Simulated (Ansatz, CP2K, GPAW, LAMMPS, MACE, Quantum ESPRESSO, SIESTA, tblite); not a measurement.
# tblite on La2O3 with crystalline order left by the classical run (95 atoms): settings against a plane-wave reference

Wanted: tblite inputs and outputs for La2O3 with crystalline order left by the classical run (95 atoms), checked against a plane-wave reference.

Program: tblite 0.8.0. Level of theory: the method is named at each step. Results are calculated unless marked as measured.

**1. Starting point**

The cell holds 95 atoms: 38 La and 57 O. Cell: a = 12.168 Å, b = 12.168 Å, c = 12.168 Å, α = 90.0°, β = 90.0°, γ = 90.0°. 95 atoms (38 Nd, 57 O) placed at random at 6.31 g/cm³, melted at 5000 K for 10 ps at fixed volume with the Morse and Coulomb pair potential with partial charges (Pedone, Malavasi, Menziani, Cormack and Segre, J. Phys. Chem. B 110, 11780 (2006)). Quenched from 5000 K to 300 K at 20 K/ps and fixed volume, held 5 ps, then minimised at fixed cell. Then Nd was replaced by La and the cell scaled by 1.023 (the potential has no terms for the new elements, so the cell is a start for a DFT relaxation).

The yardstick, on the same geometry:

```
method                                           : Kohn-Sham DFT, PBE, SSSP efficiency 1.3.0 pseudopotentials, plane waves (Quantum ESPRESSO 7.5); sssp-pbe-1.3.0-efficiency, cutoffs 60/480 Ry, Γ point
r.m.s. force component                           : 0.2639 eV/Å
longest force                                    : 0.8606 eV/Å
pressure                                         : 0.359 GPa
gap (highest filled to lowest empty level) : 3.122 eV
time                                             : 21 min on 4 MPI ranks of Arm Neoverse V2, shared host
CPU time                                         : 83 min
```

**2. IPEA1-xTB**

Method: IPEA1-xTB tight binding, diagonalisation.

Contents of run.py:

```python
import numpy as np
from ase.io import read
from tblite.ase import TBLite

atoms = read("structure.xyz")
atoms.calc = TBLite(method="IPEA1-xTB", electronic_temperature=580, accuracy=1.0, max_iterations=250, mixer_damping=0.4, verbosity=1)
energy = atoms.get_potential_energy()
forces = atoms.get_forces()
print(f"energy {energy:.6f} eV")
print("forces (eV/A)")
for i, (a, f) in enumerate(zip(atoms, forces)):
    print(f"{i:4d} {a.symbol:2s} {f[0]:10.5f} {f[1]:10.5f} {f[2]:10.5f}")
stress = -atoms.get_stress(voigt=False) * 160.21766
print("stress (GPa, compression positive)")
for row in stress:
    print(" ".join(f"{x:10.4f}" for x in row))
print("charges (e)")
print(np.array2string(atoms.get_charges(), precision=4, suppress_small=True, max_line_width=110, threshold=100000))
```

Contents of structure.xyz:

```xyz
95
Lattice="12.16777 0.00000 0.00000 0.00000 12.16777 0.00000 0.00000 0.00000 12.16777" Properties=species:S:1:pos:R:3 pbc="T T T"
La 7.64087 3.30623 0.90650
La 4.58433 0.53477 2.34278
La 10.63500 2.65306 7.07751
La 10.85973 1.65506 10.49434
La 10.21557 6.82819 8.67246
La 4.59540 5.28836 1.19573
La 10.41464 4.43832 3.27897
La 0.95152 5.72250 5.03259
La 7.21184 6.30327 3.23517
La 7.69830 4.03982 9.75904
La 1.20984 11.00867 3.17396
La 10.39334 8.89878 2.03932
La 4.45073 3.40965 7.52844
La 4.49173 9.15552 0.82899
La 1.51781 3.50359 1.12138
La 7.26185 9.28291 7.43621
La 10.54666 10.08343 10.74134
La 1.39418 8.45039 7.62323
La 7.29555 8.22383 10.86485
La 4.35253 7.77715 4.81807
La 10.48022 11.91164 5.01057
La 4.65162 2.12632 11.03763
La 7.49401 5.27205 6.61148
La 1.60870 11.56790 11.82829
La 1.52547 2.20091 5.00923
La 7.39849 2.53844 4.24850
La 1.36243 4.60173 8.85570
La 1.17541 7.37671 11.13327
La 7.58636 11.36640 0.51178
La 4.35484 11.71124 6.02378
La 10.68184 0.78969 1.61065
La 4.54345 6.18877 9.88692
La 10.19501 8.11310 5.29371
La 7.43706 1.02976 7.58040
La 7.33741 10.46842 4.00526
La 4.39293 10.38872 9.49792
La 10.29576 5.57089 12.00119
La 1.51245 0.46639 8.34977
O 4.78412 7.32390 2.56655
O 3.50115 2.25298 0.97062
O 12.11545 0.85174 3.45260
O 6.38151 1.23333 0.71729
O 11.57435 4.29656 1.30183
O 5.60837 8.32105 8.94173
O 11.24387 6.67463 3.70630
O 9.28778 3.32277 11.36372
O 2.91309 0.17607 4.20506
O 9.39437 1.42582 8.70300
O 8.82820 10.36864 5.90806
O 11.56023 9.86392 4.23146
O 5.97559 11.37321 7.81207
O 2.21368 7.77338 5.44800
O 9.61254 0.03906 11.79349
O 2.51800 5.59717 0.09625
O 9.12181 2.40739 2.50887
O 2.73093 9.29131 11.19861
[... 35 atom lines left out ...]
O 3.23870 0.26185 10.26534
O 6.21274 2.15284 9.27172
O 5.93008 10.27945 11.30751
O 1.96996 4.05710 3.42717
```

Run with:

```console
OMP_NUM_THREADS=1 python run.py > output.txt
```

The log of the run:

```text
------------------------------------------------------------
  cycle        total energy    energy error   density error
------------------------------------------------------------
      1     -235.7033661351  -2.3521487E+02   1.1592134E+00
      2     -1303.274499425  -1.0675711E+03   3.7456738E+00
      3     -268.4903970863   1.0347841E+03   8.1843414E-01
      4     -281.7374208224  -1.3247024E+01   6.5816855E-01
      5     -285.0162971304  -3.2788763E+00   5.8378152E-01
      6     -286.0461342710  -1.0298371E+00   5.4574113E-01
      7     -287.9779717766  -1.9318375E+00   5.0680698E-01
      8     -290.5059755459  -2.5280038E+00   4.6374630E-01
      9     -291.0841315315  -5.7815599E-01   4.5421137E-01
     10     -291.7290760696  -6.4494454E-01   4.4084349E-01
[... 116 lines of further cycles ...]
    127     -302.7612829226   2.3827795E-08   9.2189961E-05
    128     -302.7612830301  -1.0750176E-07   8.1001182E-05
    129     -302.7612831236  -9.3479628E-08   7.0335543E-05
    130     -302.7612832070  -8.3383895E-08   5.8106174E-05
    131     -302.7612832599  -5.2941175E-08   4.9009052E-05
    132     -302.7612832964  -3.6510585E-08   4.1209833E-05
    133     -302.7612833477  -5.1320342E-08   2.7696346E-05
    134     -302.7612833614  -1.3666352E-08   2.2488238E-05
    135     -302.7612833660  -4.5416755E-09   2.0235162E-05
    136     -302.7612833682  -2.2905624E-09   1.9043531E-05
------------------------------------------------------------
 total:                                  19.362 sec
energy -8238.554155 eV
forces (eV/A)
   0 La    0.27674    0.44960   -0.26178
   1 La    0.50678    0.22774    0.46588
   2 La    0.12628   -0.17103   -0.04149
   3 La    0.69671   -0.01393    0.10730
   4 La   -0.52724    0.38209    0.08188
   5 La   -0.51682   -1.41291    0.17809
   6 La    0.11466   -0.16183   -0.40706
   7 La   -0.58448    0.19663   -0.26201
   8 La   -1.16732    0.31749   -0.29925
   9 La    0.58968   -0.43645   -0.18625
  10 La   -0.38013   -0.34096    0.09144
  11 La   -0.25669   -0.49481    1.14914
  12 La    0.05433    0.46191    0.50227
  13 La    0.50676   -0.04332   -0.50445
  14 La    0.43284    0.31215   -0.22616
  15 La   -0.57851   -0.09477   -0.13484
  16 La    0.25363   -0.07525    0.78756
  17 La    0.06458    0.13693   -0.07455
  18 La   -0.24717   -0.04011    0.01799
  19 La    0.07776   -0.33615    0.36357
  20 La    0.05587    0.26163   -0.01234
  21 La    0.27030   -0.50280    0.44254
  22 La    0.08194   -0.10215   -0.38798
  23 La    0.50543    0.13729   -0.34907
[...]
87 O     0.30661    0.13527    0.18932
  88 O     0.05496    0.12765   -0.03466
  89 O     0.22339    0.10453    0.21068
  90 O    -0.19222   -0.08893    0.12768
  91 O     0.02386   -0.00790   -0.17559
  92 O    -0.17921   -0.07059   -0.18363
  93 O    -0.03071    0.20920   -0.20246
  94 O     0.04915    0.29332   -0.24915
stress (GPa, compression positive)
    1.6128     0.0888    -0.4027
    0.0888     0.3488    -0.0420
   -0.4027    -0.0420    -1.3167
charges (e)
[ 0.7234  0.7493  0.7245  0.7426  0.7619  0.7309  0.7532  0.7384  0.7514  0.7415  0.7311  0.7471  0.7338
  0.7298  0.7369  0.7378  0.7403  0.7315  0.7271  0.696   0.7156  0.7342  0.7226  0.7388  0.7369  0.7291
  0.7305  0.7306  0.7298  0.7309  0.7264  0.7403  0.7426  0.7357  0.7419  0.7444  0.7489  0.7372 -0.5009
 -0.4954 -0.4788 -0.4903 -0.4963 -0.4867 -0.4947 -0.4908 -0.4862 -0.4843 -0.4861 -0.4972 -0.494  -0.4979
 -0.4926 -0.4898 -0.4926 -0.4909 -0.4877 -0.4979 -0.4879 -0.4896 -0.4933 -0.4957 -0.4865 -0.4924 -0.4818
 -0.4945 -0.4942 -0.4968 -0.4842 -0.4884 -0.4899 -0.4867 -0.4905 -0.4901 -0.4919 -0.4879 -0.4834 -0.4861
 -0.4897 -0.4892 -0.483  -0.4819 -0.4882 -0.4907 -0.4856 -0.4909 -0.491  -0.4912 -0.4964 -0.4942 -0.4867
 -0.4948 -0.4892 -0.4861 -0.4935]
```

It took 20 s on 1 thread of Arm Neoverse V2, shared host; peak memory 0.14 GiB.

Banners, paths, timers and routine set-up lines are dropped from the logs unmarked, and long logs keep their key lines alone; longer cuts are marked.

Compared with the plane-wave run:

```
r.m.s. force component                  : 0.3164 eV/Å
r.m.s. difference of force components   : 435.4 meV/Å
longest difference of force vectors     : 1793 meV/Å
force difference over r.m.s. force      : 165 %
slope of forces against the reference's : -0.1424
correlation of force components         : -0.1187
pressure                                : 0.215 GPa
pressure difference                     : -0.144 GPa
```

Length of the force difference by element (eV/Å):

| element | atoms | mean | most |
| --- | --- | --- | --- |
| La | 38 | 0.86 | 1.8 |
| O | 57 | 0.56 | 1.2 |

Local excerpt of 12 atoms (numbers count through the whole input) about La6, which bears the longest force; x, y, z are measured from there.

| atom | x | y | z | distance (Å) | bonds | Mulliken charge (e) | Fx | Fy | Fz (eV/Å) |
| --- | --- | --- | --- | --- | --- | --- | --- | --- | --- |
| La6 | 0.00 | 0.00 | 0.00 | 0.00 | 5 | 0.73 | -0.52 | -1.41 | 0.18 |
| O54 | -2.08 | 0.31 | -1.10 | 2.37 | 4 | -0.49 | 0.22 | 0.18 | -0.89 |
| O74 | 1.53 | -1.22 | 1.44 | 2.42 | 4 | -0.49 | -0.04 | -0.30 | 0.24 |
| O39 | 0.19 | 2.04 | 1.37 | 2.46 | 4 | -0.50 | -0.20 | 0.05 | -0.13 |
| O65 | 1.37 | -1.09 | -1.75 | 2.47 | 5 | -0.48 | -0.19 | 0.61 | -0.46 |
| O78 | 0.77 | 1.91 | -1.50 | 2.55 | 4 | -0.49 | -0.15 | -0.16 | 0.28 |
| O40 | -1.09 | -3.04 | -0.23 | 3.23 | 3 | -0.50 | 0.27 | 0.19 | 0.21 |
| La9 | 2.62 | 1.01 | 2.04 | 3.47 | 6 | 0.75 | -1.17 | 0.32 | -0.30 |
| La15 | -3.08 | -1.78 | -0.07 | 3.56 | 5 | 0.74 | 0.43 | 0.31 | -0.23 |
| La32 | -0.05 | 0.90 | -3.48 | 3.59 | 7 | 0.74 | 0.03 | -0.39 | 0.71 |
| La1 | 3.05 | -1.98 | -0.29 | 3.65 | 6 | 0.72 | 0.28 | 0.45 | -0.26 |
| O95 | -2.63 | -1.23 | 2.23 | 3.66 | 3 | -0.49 | 0.05 | 0.29 | -0.25 |

Atoms are counted from 1 here, from 0 in the log.

Forces lie 165 % from the reference's, at 0.0040 times its CPU time (on 1 against 4 cores); the SCF took 136 steps, which the time reflects.

Further runs of this program without a result: tblite GFN2-xTB (not converged).

**3. Outcome**

```
force difference from the reference : tblite IPEA1-xTB, 165 %
its CPU time                        : 20 s
```

Tight binding differs by 165 % (tblite IPEA1-xTB); it is another model, with fitted parameters of its own, and the xTB methods hold dispersion. IPEA1-xTB was fitted to ionisation energies and electron affinities, not to forces or charges. tblite IPEA1-xTB needed 136 SCF steps, so its time overstates the method's usual cost. One electronic-structure run takes under half the reference's CPU time: tblite IPEA1-xTB, at 165 % in 20 s against 83 min, too far off to be of use. Periodic xTB results under one method name differ between programs and library versions. The reference's pressure holds the uncorrected Pulay stress of its 60 Ry basis, so small pressure differences, and their order, may be the reference's own error. The quench rate of 20 K/ps is many orders above laboratory rates, so the cell is likely richer in defects and strain than a real sample. The network of bonds at the start is that of the classical potential that made the cell, and needn't be the one that DFT or experiment would give. The reference's stress is far from hydrostatic: its diagonal is -0.4, -1.5, 3.0 GPa, compression counted positive. The electronic-structure runs sample only Γ, in a cell whose shortest periodic width is 12 Å. Spin–orbit coupling is left out, which matters for the levels of the heavy elements.

[Also dropped from logs without a mark: logging warnings of Python, and SIESTA's first energy breakdown and zero terms.]

[Logs are printed without paths, hosts, clocks, repeated set-up lines and the standing remarks that a program may print on its own settings, such as how far it seeks lower states.]

[Hosts, paths, dates, database ids (printed as entryN), source tags and the programs' standing remarks are cut or masked in the printed files.]
